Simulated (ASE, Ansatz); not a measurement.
# Structural relaxation of random fcc alloy of Ir and Pd (108 atoms)

Aim: bring random fcc alloy of Ir and Pd (108 atoms) to a nearby minimum of the energy and see what moves.

Calculated with Ansatz 0.2.0; Kohn-Sham DFT, PBE, PAW (set soft_2), plane waves.

## Step 1: Starting point

The cell holds 108 atoms: 94 Pd and 14 Ir. Its edges and angles: a = 11.650 Å, b = 11.650 Å, c = 11.650 Å, α = 90.0°, β = 90.0°, γ = 90.0°. It derives from Ir (fcc) and Pd, repeated 3×3×3. Fcc Ir, 3 x 3 x 3 conventional cells, 94 of 108 Ir sites given to Pd at random (x = 0.870), lattice by Vegard's rule (a = 3.883 Å); not relaxed, displaced by a Gaussian of 0.02 Å.

Before any run, some limits are plain. The host structure and its lattice constant were typed by rule, without a check against the phase diagram. The levels lack spin–orbit coupling, which is large for the heavy elements here.

## Step 2: Single point at the start

A single point comes first, to see the forces before anything moves.

Contents of input.yaml:

```yaml
crystal:
  lattice:
    - [11.6502, 0.0, 0.0]
    - [0.0, 11.6502, 0.0]
    - [0.0, 0.0, 11.6502]
  atoms:
    - { symbol: Pd, position: [0.9967, 0.99858, 0.99678] }
    - { symbol: Pd, position: [0.99762, 0.16719, 0.16537] }
    - { symbol: Pd, position: [0.16479, 0.00037, 0.16679] }
    - { symbol: Pd, position: [0.167, 0.16433, 0.99962] }
    - { symbol: Pd, position: [0.99986, 0.00215, 0.3315] }
    - { symbol: Pd, position: [0.00063, 0.16533, 0.5007] }
    - { symbol: Pd, position: [0.16912, 0.99853, 0.50043] }
    - { symbol: Pd, position: [0.16634, 0.16511, 0.33174] }
    - { symbol: Pd, position: [0.0005, 0.00099, 0.66516] }
    - { symbol: Pd, position: [0.00316, 0.16439, 0.83398] }
    - { symbol: Ir, position: [0.16619, 0.99828, 0.8319] }
    - { symbol: Ir, position: [0.16636, 0.16669, 0.66336] }
    - { symbol: Pd, position: [0.9991, 0.33304, 0.99872] }
    - { symbol: Pd, position: [7.0e-05, 0.49743, 0.1665] }
    - { symbol: Pd, position: [0.16697, 0.33736, 0.16638] }
    - { symbol: Pd, position: [0.1689, 0.4986, 0.99854] }
    - { symbol: Ir, position: [0.00078, 0.33264, 0.33376] }
    - { symbol: Pd, position: [0.00113, 0.49952, 0.49943] }
    - { symbol: Pd, position: [0.16608, 0.33431, 0.49943] }
    - { symbol: Pd, position: [0.16724, 0.50026, 0.33352] }
    - { symbol: Pd, position: [0.99873, 0.3309, 0.66211] }
    - { symbol: Pd, position: [0.99996, 0.49963, 0.83166] }
    - { symbol: Pd, position: [0.16884, 0.33349, 0.83431] }
    - { symbol: Pd, position: [0.16191, 0.49981, 0.66842] }
    - { symbol: Ir, position: [0.99786, 0.6689, 0.00409] }
    - { symbol: Ir, position: [0.99783, 0.82914, 0.16734] }
    - { symbol: Pd, position: [0.16584, 0.66785, 0.16534] }
    - { symbol: Pd, position: [0.1682, 0.83317, 0.0002] }
    - { symbol: Pd, position: [0.00337, 0.66537, 0.3347] }
    - { symbol: Pd, position: [0.00124, 0.83552, 0.49954] }
    - { symbol: Pd, position: [0.16848, 0.66611, 0.4974] }
    - { symbol: Pd, position: [0.1678, 0.83412, 0.33702] }
    - { symbol: Pd, position: [0.00073, 0.66518, 0.66868] }
    - { symbol: Pd, position: [0.00069, 0.83305, 0.83286] }
    - { symbol: Pd, position: [0.16743, 0.66555, 0.83492] }
    - { symbol: Pd, position: [0.16591, 0.83292, 0.66532] }
    - { symbol: Pd, position: [0.33423, 0.00281, 0.99593] }
    - { symbol: Pd, position: [0.33087, 0.16361, 0.16518] }
    - { symbol: Pd, position: [0.50569, 0.00103, 0.16715] }
    - { symbol: Pd, position: [0.50007, 0.16616, 0.00021] }
    - { symbol: Pd, position: [0.33023, 0.99863, 0.33358] }
    - { symbol: Pd, position: [0.32793, 0.16783, 0.50071] }
    - { symbol: Pd, position: [0.49973, 0.0007, 0.50276] }
    - { symbol: Pd, position: [0.50022, 0.16538, 0.33099] }
    - { symbol: Pd, position: [0.33164, 0.99891, 0.66431] }
    - { symbol: Pd, position: [0.33426, 0.16901, 0.83388] }
    - { symbol: Pd, position: [0.49713, 0.99745, 0.83284] }
    - { symbol: Pd, position: [0.49886, 0.16463, 0.66425] }
    - { symbol: Pd, position: [0.33215, 0.33463, 0.00023] }
    - { symbol: Pd, position: [0.33694, 0.49993, 0.16607] }
    - { symbol: Pd, position: [0.50047, 0.33295, 0.16967] }
    - { symbol: Pd, position: [0.49905, 0.50223, 0.00232] }
    - { symbol: Pd, position: [0.33585, 0.33504, 0.33355] }
    - { symbol: Pd, position: [0.33378, 0.49815, 0.49939] }
    - { symbol: Pd, position: [0.49829, 0.33281, 0.50252] }
    - { symbol: Pd, position: [0.50003, 0.50185, 0.33201] }
    - { symbol: Pd, position: [0.33576, 0.33441, 0.66913] }
    - { symbol: Pd, position: [0.33639, 0.49706, 0.83282] }
    - { symbol: Pd, position: [0.4994, 0.33324, 0.83633] }
    - { symbol: Pd, position: [0.4979, 0.49887, 0.66704] }
    - { symbol: Pd, position: [0.33422, 0.6647, 0.00081] }
    - { symbol: Pd, position: [0.33382, 0.83349, 0.16889] }
    - { symbol: Ir, position: [0.49919, 0.66381, 0.1675] }
    - { symbol: Ir, position: [0.49755, 0.83094, 0.99936] }
    - { symbol: Ir, position: [0.33349, 0.66495, 0.33187] }
    - { symbol: Pd, position: [0.32998, 0.8296, 0.50034] }
    - { symbol: Pd, position: [0.50018, 0.66898, 0.49839] }
    - { symbol: Pd, position: [0.49985, 0.83172, 0.33442] }
    - { symbol: Pd, position: [0.33112, 0.66593, 0.6654] }
    - { symbol: Pd, position: [0.33319, 0.83449, 0.83337] }
    - { symbol: Ir, position: [0.50067, 0.66704, 0.82978] }
    - { symbol: Pd, position: [0.49708, 0.83286, 0.6701] }
    - { symbol: Pd, position: [0.66753, 0.99863, 0.99958] }
    - { symbol: Pd, position: [0.66499, 0.16531, 0.16869] }
    - { symbol: Pd, position: [0.83512, 0.99814, 0.16579] }
    - { symbol: Pd, position: [0.83341, 0.16725, 0.00044] }
    - { symbol: Pd, position: [0.66801, 0.99934, 0.33432] }
    - { symbol: Pd, position: [0.6655, 0.16435, 0.50155] }
    [... 24 atom lines left out ...]
    - { symbol: Pd, position: [0.83397, 0.66648, 0.49974] }
    - { symbol: Pd, position: [0.83067, 0.83272, 0.33484] }
    - { symbol: Pd, position: [0.6648, 0.666, 0.66541] }
    - { symbol: Pd, position: [0.66524, 0.83423, 0.832] }
    - { symbol: Pd, position: [0.83385, 0.66838, 0.83339] }
    - { symbol: Pd, position: [0.83237, 0.83548, 0.66784] }
kpoints:
  mp_grid: { grid: [2, 2, 2] }
hamiltonian:
  xc: pbe
scf:
  occupations: { method: fermi_dirac, width: 0.1 }
output:
  forces: true
  stress: true
  populations: true
  dos:
    method: { smearing: { sigma: 0.1 } }
    de: 0.1
    projected: { site_lists: { Ir: [Ir], Pd: [Pd] } }
  eigenvalues: true
```

On the command line:

```sh
$ ansatz run input.yaml --threads 32 --pin off --max-ram 143360MiB --backend cuda --events-out ev --progress --plain --runs-dir out
```

Numbers of over 12 decimals in the logs are rounded to 6 here.

The program printed:

```text
Engine: ansatz 0.2.0, aarch64-unknown-linux-gnu
Pseudopotentials: kind: paw
Pseudopotential: Pd, paw, valence charge 18, recommended cutoff 420 eV (normal), Pd.paw.azcp
Pseudopotential: Ir, paw, valence charge 17, recommended cutoff 420 eV (normal), Ir.paw.azcp
[... 5 lines on functional and potentials left out ...]
device memory: the entry about to start is reckoned to put 61.3 GiB on a device that reports 182.5 GiB free
GPU FFT provider: cuFFT
GPU libraries: cuBLAS 13.8.1, cuFFT 12.4.0, cuSOLVER 12.3.2
GPU matrix products: emulated (plane waves: as basis.precision tells), large ones in fixed point in workspaces of 1.00 GiB
Crystal: 108 atoms, lattice volume = 1581.249 Å³
Basis set: ecut = 420 eV, 31031 PW (Γ), exchange–correlation on 160×160×160 points (8 copies of the dense FFT grid, shifted against one another)
Bands: 1158, of which v1, the nominal top of the filled ones, is band 965 counted from 1 (964 counted from 0)
Symmetry: 1 space group operations
Space group: P1 (ITA 1), of the structure as read, at distance tolerance 1.2e-4 Å
k-points: 8
[... 5 lines on functional and potentials left out ...]
Initial density: superposition of atomic densities (neutral atoms: chi_scale 0, normalization atom), corrected by the library's trained network
Initial wavefunctions: pseudopotential atomic-orbital guess
GPU buffer pool allocated for 512000 grid points (all kernels)
GPU transforms: local potential and band sums: pruned to the plane-wave sphere, on 80×80×80
Functional: x = pbe(κ = 0.804, μ = 0.219515), c = pbe(β = 0.066725)
SCF iter   1: F=—  HF=-822538.953031 eV  |F-HF|=—  |Δ(HF+E_count)|=         —  Δρ=5.42e-3  dr2=1.09e0  ethr=1.77e-3  ⟨swp⟩=5.0  Hψ=31525  notcnv=0  defer=741
preconditioner: auto → Kerker (q_TF=auto, 2.820 Å⁻¹)  [metal: Δε(μ)=0.006 eV  Ē_g=8.321 eV  σ=0.100 eV  W_gap=0.02  n_scr=618 (ndim 8)  ℏωp=30.5 eV  f_vac=0.000  D(μ)=176.44/eV (n_scr^D=2468)]
SCF iter   2: F=—  HF=-822538.947176 eV  |F-HF|=—  |Δ(HF+E_count)|=   5.86e-3  Δρ=2.62e-3  dr2=2.83e-1  ethr=5.64e-5  ⟨swp⟩=1.0  Hψ=10656  notcnv=0  defer=770
SCF iter   3: F=—  HF=-822538.968689 eV  |F-HF|=—  |Δ(HF+E_count)|=   2.15e-2  Δρ=4.24e-4  dr2=1.97e-2  ethr=1.47e-5  ⟨swp⟩=1.0  Hψ=8333  notcnv=0  defer=770
SCF iter   4: F=—  HF=-822538.986434 eV  |F-HF|=—  |Δ(HF+E_count)|=   1.77e-2  Δρ=1.27e-4  dr2=1.33e-3  ethr=1.02e-6  ⟨swp⟩=1.0  Hψ=8333  notcnv=0  defer=770
SCF iter   5: F=—  HF=-822538.949629 eV  |F-HF|=—  |Δ(HF+E_count)|=   3.68e-2  Δρ=4.20e-5  dr2=1.60e-4  ethr=6.87e-8  ⟨swp⟩=1.0  Hψ=8333  notcnv=0  defer=770
SCF iter   6: F=—  HF=-822538.968921 eV  |F-HF|=—  |Δ(HF+E_count)|=   1.93e-2  Δρ=1.43e-5  dr2=6.43e-6  ethr=8.30e-9  ⟨swp⟩=1.0  Hψ=8333  notcnv=0  defer=770
SCF iter   7: F=—  HF=-822538.968982 eV  |F-HF|=—  |Δ(HF+E_count)|=   6.17e-5  Δρ=4.84e-6  dr2=1.40e-6  ethr=3.33e-10  ⟨swp⟩=2.0  Hψ=14678  notcnv=0  defer=770
SCF iter   8: F=-822538.968982 eV  HF=-822538.968982 eV  |F-HF|=5.48e-8  |Δ(HF+E_count)|=   5.68e-8  Δρ=1.18e-6  dr2=6.84e-8  ethr=5.18e-12  ⟨swp⟩=7.2  Hψ=36277  notcnv=0
SCF 1 converged in 8 iterations: F = -822538.968982 eV  dr2 = 6.84e-8
  greatest PAW one-centre occupation: 1.000 electrons in one spin orbital (limit 2), on the Ir atom at site 62 (counted from 0), in its partial waves of l = 0
SCF converged after 8 iterations
Free energy (F): -822538.968982 eV
Harris-Foulkes:  -822538.968982 eV  (|F-HF|=5.48e-8)
Internal energy: -822533.231852 eV  (E = F + TS)
E sigma→0 (E₀):  -822536.100417 eV
Entropy (-TS):   -5.737130 eV (-53.122 meV/atom)
Fermi energy:    20.686226 eV
--- Per-component energies (eV) ---
  E_band       = -13880.661662
  E_kinetic    = 57028.545813
  E_local      = -179205.683361  (includes V_loc(G=0)·N_el)
  E_nonlocal   = 21420.812613
  E_hartree    = 72598.635170
  E_xc         = -19628.844621
  E_vxc        = -24125.075654  (∫ρ·V_xc dr)
  E_paw        = -481639.515329  (= ΣΔE_a)
  E_vpaw       = -34196.538955  (= ΣTr[D̂ρ^β])
  E_aug_tail   = 0.021556  (compensation charges beyond the density's cutoff)
  E_ewald      = -293107.203693
  E_smearing   = -5.737130  (= −TS)
  E_closure    = -0.000000  (closes the sum)
  Σ components = -822538.968982   (vs F -822538.968982, Δ=0.00e0)
--- Forces (eV/Å), atoms counted from 1 ---
[... 108 lines of forces left out ...]
  max |Σ_I F_I| component: 4.18e-5 eV/Å
--- Stress (GPa, compression-positive) ---
        7.446484       0.038563      -0.019994
        0.038563       7.432696       0.026105
       -0.019994       0.026105       7.349986
  P = ⅓ Tr σ = 7.4097 GPa (74.097 kbar)
--- Band table (eV; the first three rows and the last of 8) ---
--- Löwdin populations: 108 sites ---
  site symbol       q [e]
[... 108 lines, one an atom, left out ...]
  spilling = 0.028938 (of n_electrons = 1930.000000)
```

It took 6.3 s on 1 × NVIDIA GB200 with 32 threads of Arm Neoverse V2, shared host; peak memory 5.7 GiB; 36 s of CPU time.

That memory is the host's; the program planned up to 61.3 GiB on the GPU. Forces of this run were stored rounded, and per-atom blocks of the log weren't kept.

The run gave:

| Property | Result |
| --- | --- |
| free energy | -822538.9690 eV |
| free energy per atom | -7616.1016 eV/atom |
| SCF cycles | 8 |
| pressure | 7.41 GPa |
| r.m.s. force component | 0.3103 eV/Å |
| longest force | 0.9695 eV/Å |
| Fermi energy | 20.69 eV |
| levels partly filled by over 2 per cent | 529 |
| spilling of the projection | 0.02894 |

The r.m.s. force component of 0.31 eV/Å and the pressure of 7.4 GPa set the starting point.

Length of the force by element:

```tsv
element	coordination	atoms	mean length of the force (eV/Å)	spread	least	most
Ir	all	14	0.588	0.230	0.198	0.966
Pd	all	94	0.486	0.190	0.102	0.970
```

## Step 3: Cell and atoms relaxed

Cell and atoms are freed together, to release stress as well as forces.

input.yaml, the sections that differ from step 2:

```yaml
output:
  forces: true
relax:
  f_tol: 0.05
  max_steps: 106
  cell: {}
# crystal, kpoints, hamiltonian, scf: as in step 2
```

The program printed:

```text
[...]
GPU FFT provider: cuFFT
GPU libraries: cuBLAS 13.8.1, cuFFT 12.4.0, cuSOLVER 12.3.2
[...]
Crystal: 108 atoms, lattice volume = 1581.249 Å³
Basis set: ecut = 420 eV, 31031 PW (Γ), exchange–correlation on 160×160×160 points (8 copies of the dense FFT grid, shifted against one another)
Bands: 1158, of which v1, the nominal top of the filled ones, is band 965 counted from 1 (964 counted from 0)
Symmetry: 1 space group operations
[...]
k-points: 8
[...]
GPU buffer pool allocated for 512000 grid points (all kernels)
[...]
SCF iter   1: F=—  HF=-822538.953032 eV  |F-HF|=—  |Δ(HF+E_count)|=         —  Δρ=5.42e-3  dr2=1.09e0  ethr=1.77e-3  ⟨swp⟩=5.0  Hψ=31525  notcnv=0  defer=741
[...]
SCF iter   8: F=-822538.968982 eV  HF=-822538.968982 eV  |F-HF|=5.42e-8  |Δ(HF+E_count)|=   5.69e-8  Δρ=1.18e-6  dr2=6.84e-8  ethr=5.18e-12  ⟨swp⟩=2.0  Hψ=25216  notcnv=0
SCF 1 converged in 8 iterations: F = -822538.968982 eV  dr2 = 6.84e-8
[...]
relax step   1: F+E_penalty+E_count = -822538.96898215 eV  Δ(F+E_penalty+E_count) = +0.000e0 eV  max|allowed force component| = 9.079e-1 eV/Å  Δτ_max = 0.0000 Å  P = +7.410 GPa  Ω = 1581.249 Å³  (8 SCF iters, dr2 threshold 1.00e-7 eV, accepted)
[...]
relax step   2: F+E_penalty+E_count = -822540.34458551 eV  Δ(F+E_penalty+E_count) = -1.376e0 eV  max|allowed force component| = 2.167e-1 eV/Å  Δτ_max = 0.0955 Å  P = -5.604 GPa  Ω = 1695.928 Å³  energy of the carried Pulay correction = -5.061e-2 eV  (8 SCF iters, dr2 threshold 1.08e-5 eV, accepted)
[...]
relax step   3: F+E_penalty+E_count = -822541.42379906 eV  Δ(F+E_penalty+E_count) = -1.079e0 eV  max|allowed force component| = 4.129e-2 eV/Å  Δτ_max = 0.0263 Å  P = +0.301 GPa  Ω = 1637.378 Å³  energy of the carried Pulay correction = -2.522e-2 eV  (7 SCF iters, dr2 threshold 1.08e-5 eV, accepted)
[...]
relax step   4: F+E_penalty+E_count = -822541.42443101 eV  Δ(F+E_penalty+E_count) = -6.320e-4 eV  max|allowed force component| = 3.431e-2 eV/Å  Δτ_max = 0.0157 Å  P = -0.005 GPa  Ω = 1640.096 Å³  energy of the carried Pulay correction = -2.642e-2 eV  (7 SCF iters, dr2 threshold 3.54e-7 eV, accepted)
[...]
relax step   5: F+E_penalty+E_count = -822541.42832948 eV  Δ(F+E_penalty+E_count) = -3.898e-3 eV  max|allowed force component| = 4.424e-3 eV/Å  Δτ_max = 0.0083 Å  P = +0.002 GPa  Ω = 1640.026 Å³  energy of the carried Pulay correction = -2.639e-2 eV  (7 SCF iters, dr2 threshold 7.23e-8 eV, accepted)
[...]
relax step   6: F+E_penalty+E_count = -822541.45040062 eV  Δ(F+E_penalty+E_count) = -2.207e-2 eV  max|allowed force component| = 4.378e-3 eV/Å  Δτ_max = 0.0000 Å  P = -0.025 GPa  Ω = 1640.026 Å³  stress off target by 2.76e-2 GPa  SCF on the basis re-selected at this cell (its energy is not comparable with the rows above)  (6 SCF iters)
basis re-selected at this cell: Δ(F+E_penalty+E_count) = -2.207e-2 eV, ΔP = -0.027 GPa vs the last step (what re-selecting the basis moved, of the pressure what is left beyond the Pulay correction that the steps carried, after the strain that the cell walked since its last selection, [...]
SCF converged after 6 iterations
Free energy (F): -822541.450401 eV
[...]
Internal energy: -822535.558974 eV  (E = F + TS)
E sigma→0 (E₀):  -822538.504687 eV
Entropy (-TS):   -5.891426 eV (-54.550 meV/atom)
Fermi energy:    19.701073 eV
[...]
--- Forces (eV/Å), atoms counted from 1 ---
[... 108 lines of forces left out ...]
  max |Σ_I F_I| component: 7.18e-7 eV/Å
--- Stress (GPa, compression-positive) ---
       -0.027505      -0.000299      -0.000395
       -0.000299      -0.023583      -0.000312
       -0.000395      -0.000312      -0.023788
  P = ⅓ Tr σ = -0.0250 GPa (-0.250 kbar)
--- Band table (eV; the first three rows and the last of 8) ---
--- Relaxed structure (5 steps of the walk, 5 accepted, 1 SCFs on fresh bases) ---
  F+E_penalty+E_count = -822541.45040062 eV   max|allowed force component| = 4.378e-3 eV/Å   (the final SCF, on the basis selected at the relaxed cell)
  cell:  # Å, volume = 1640.0260 Å³
    - [11.792753, 0.00246698, 4.774610824404977e-5]
    - [0.00246698, 11.793530, 0.0052931]
    - [4.774610824404977e-5, 0.0052931, 11.792117]
  atoms:
[... 108 atom lines left out ...]
```

It took 16 s on 1 × NVIDIA GB200 with 32 threads; peak memory 2.1 GiB; 93 s of CPU time.

That memory is the host's; the program planned up to 58.8 GiB on the GPU.

The program notes that the band table was not solved further than the SCF left it.

The steps of the relaxation:

```tsv
step	energy less that of the first step (eV)	largest force component (eV/Å)	pressure (GPa)	volume (Å³)
1	0.0000	0.9079	7.41	1581.25
2	-1.3756	0.2167	-5.60	1695.93
3	-2.4548	0.0413	0.30	1637.38
4	-2.4554	0.0343	0.00	1640.10
5	-2.4593	0.0044	0.00	1640.03
6*	-2.4814	0.0044	-0.02	1640.03
```

Relaxation steps marked * repeat the geometry before them on a plane-wave basis chosen anew for their cell, so energy and pressure can jump there.

```tsv
cell as run	before	after	change
a (Å)	11.650	11.793	+1.2 %
b (Å)	11.650	11.794	+1.2 %
c (Å)	11.650	11.792	+1.2 %
α (°)	90.00	89.95	-0.1 %
γ (°)	90.00	89.98	-0.0 %
volume (Å³/atom)	14.64	15.19	+3.7 %
```

The atoms that moved most (Å, as changes of fractional coordinates times the final cell):

```tsv
atom	dx	dy	dz	length
Ir12	0.003	-0.036	0.080	0.088
Pd39	-0.072	-0.019	-0.043	0.086
Pd106	0.018	-0.050	0.066	0.085
Ir71	-0.014	0.037	0.072	0.082
Pd37	-0.017	-0.068	0.036	0.079
Ir100	0.066	-0.031	0.027	0.078
Pd32	-0.005	-0.031	-0.070	0.077
Pd47	0.063	0.024	0.035	0.076
```

The relaxation changed the energy by -23.0 meV/atom, and atoms moved by 0.049 Å r.m.s., 0.088 Å at most.

## Step 4: Distances and neighbours after relaxation

Bonds before and after, by the cutoffs listed below:

```tsv
pair	bonds before	bonds after	mean before (Å)	mean after (Å)	spread before (Å)	spread after (Å)
Pd-Pd	492	492	2.746	2.785	0.029	0.022
Pd-Ir	144	144	2.748	2.770	0.029	0.030
Ir-Ir	12	12	2.727	2.689	0.031	0.041
```

Density 12.9 g/cm³, 15.19 Å³ an atom.

g(r), total and by pair (bins of 0.2 Å):

```tsv
r (Å)	total	Pd-Pd	Pd-Ir	Ir-Ir
2.60	0.16	0.00	0.14	7.45
2.80	9.26	9.37	9.21	3.56
3.00	0.00	0.00	0.00	0.00
3.20	0.00	0.00	0.00	0.00
3.40	0.00	0.00	0.00	0.00
3.60	0.00	0.00	0.00	0.00
3.80	0.48	0.43	0.67	0.00
4.00	1.87	1.89	1.83	1.28
4.20	0.00	0.00	0.00	0.00
4.40	0.00	0.00	0.00	0.00
4.60	0.01	0.00	0.05	0.00
4.80	6.23	6.25	6.25	5.42
5.00	0.01	0.00	0.04	0.27
5.20	0.00	0.00	0.00	0.00
5.40	0.12	0.04	0.38	0.00
5.60	2.23	2.28	2.07	1.74
5.80	0.00	0.00	0.00	0.00
6.00	0.00	0.00	0.00	0.00
6.20	3.74	3.77	3.57	4.49
6.40	0.02	0.00	0.07	0.00
6.60	0.00	0.00	0.00	0.00
6.80	1.04	1.04	1.05	1.01
7.00	0.00	0.00	0.00	0.00
7.20	0.30	0.17	0.66	1.64
7.40	5.06	5.19	4.73	3.54
7.60	0.00	0.00	0.00	0.00
7.80	0.50	0.50	0.51	0.32
```

Bonds by pair of elements; cutoffs follow the first minimum of g(r), held within bounds set by covalent radii, and pairs that aren't listed don't count as bonded:

```tsv
pair A-B	cutoff (Å)	bonds	mean length (Å)	spread (Å)	shortest (Å)	B about A	A about B
Pd-Pd	3.23	492	2.79	0.022	2.72	10.5	10.5
Pd-Ir	3.23	144	2.77	0.03	2.69	1.53	10.3
Ir-Ir	3.18	12	2.69	0.041	2.65	1.71	1.71
```

How many atoms have how many bonded neighbours:

```tsv
element	mean	12
Ir	12	14
Pd	12	94
```

By these cutoffs all Ir atoms have 12 and all Pd atoms have 12 bonded neighbours.

(Continued in part 2 of 2.)

[Logs are printed without paths, hosts, clocks, repeated set-up lines and the standing remarks that a program may print on its own settings, such as how far it seeks lower states.]

[Hosts, paths, dates, database ids (printed as entryN), source tags and the programs' standing remarks are cut or masked in the printed files.]
